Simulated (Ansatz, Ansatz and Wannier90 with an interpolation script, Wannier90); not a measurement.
An input for Ansatz 0.2.0 (BiOCl (P4/nmm)):

```yaml
crystal:
  lattice:
    - [3.88551, 0.0, 0.0]
    - [0.0, 3.88551, 0.0]
    - [0.0, 0.0, 7.3489]
  atoms:
    - { symbol: Bi, position: [0.5, 0.0, 0.32904] }
    - { symbol: Bi, position: [0.0, 0.5, 0.67096] }
    - { symbol: Cl, position: [0.0, 0.5, 0.1472] }
    - { symbol: Cl, position: [0.5, 0.0, 0.8528] }
    - { symbol: O, position: [0.0, 0.0, 0.5] }
    - { symbol: O, position: [0.5, 0.5, 0.5] }
kpoints:
  mp_grid: { grid: [4, 4, 2] }
hamiltonian:
  xc: lda
scf:
  occupations: { method: fixed }
gw:
  n_empty_bands: 215
  ecut_chi: 90
  qp_bands: [v12, c5]
  screening: { model: contour_deformation }
```

```sh
ansatz run input.yaml --threads 8 --pin off --max-ram 18432MiB --backend cpu --events-out ev --progress --plain --runs-dir out
```

Question: Estimate wall time and host memory on 8 threads of Arm Neoverse V1, shared host.

It took 50 s; on shared hardware allow 25 s to 99 s. Peak host memory was 1.2 GiB. The sizes that set the cost: 2177 plane waves a state, 12 irreducible k points, 243 bands summed, 207 plane waves in the screening and 7 SCF cycles.

The screening grows as filled bands × empty bands × pairs of k points, times the square of the screening basis for the matrix.

[Paths, hosts, dates, memory and timing lines, banners, echoed tables and standing remarks are left out of the program output.]

[Logs are printed without paths, hosts, clocks, repeated set-up lines and the standing remarks that a program may print on its own settings, such as how far it seeks lower states.]

[Runs of the session that timed out or met a known fault of the program may be left out.]

[Hosts, paths, dates, database ids (printed as entryN), source tags and the programs' standing remarks are cut or masked in the printed files.]
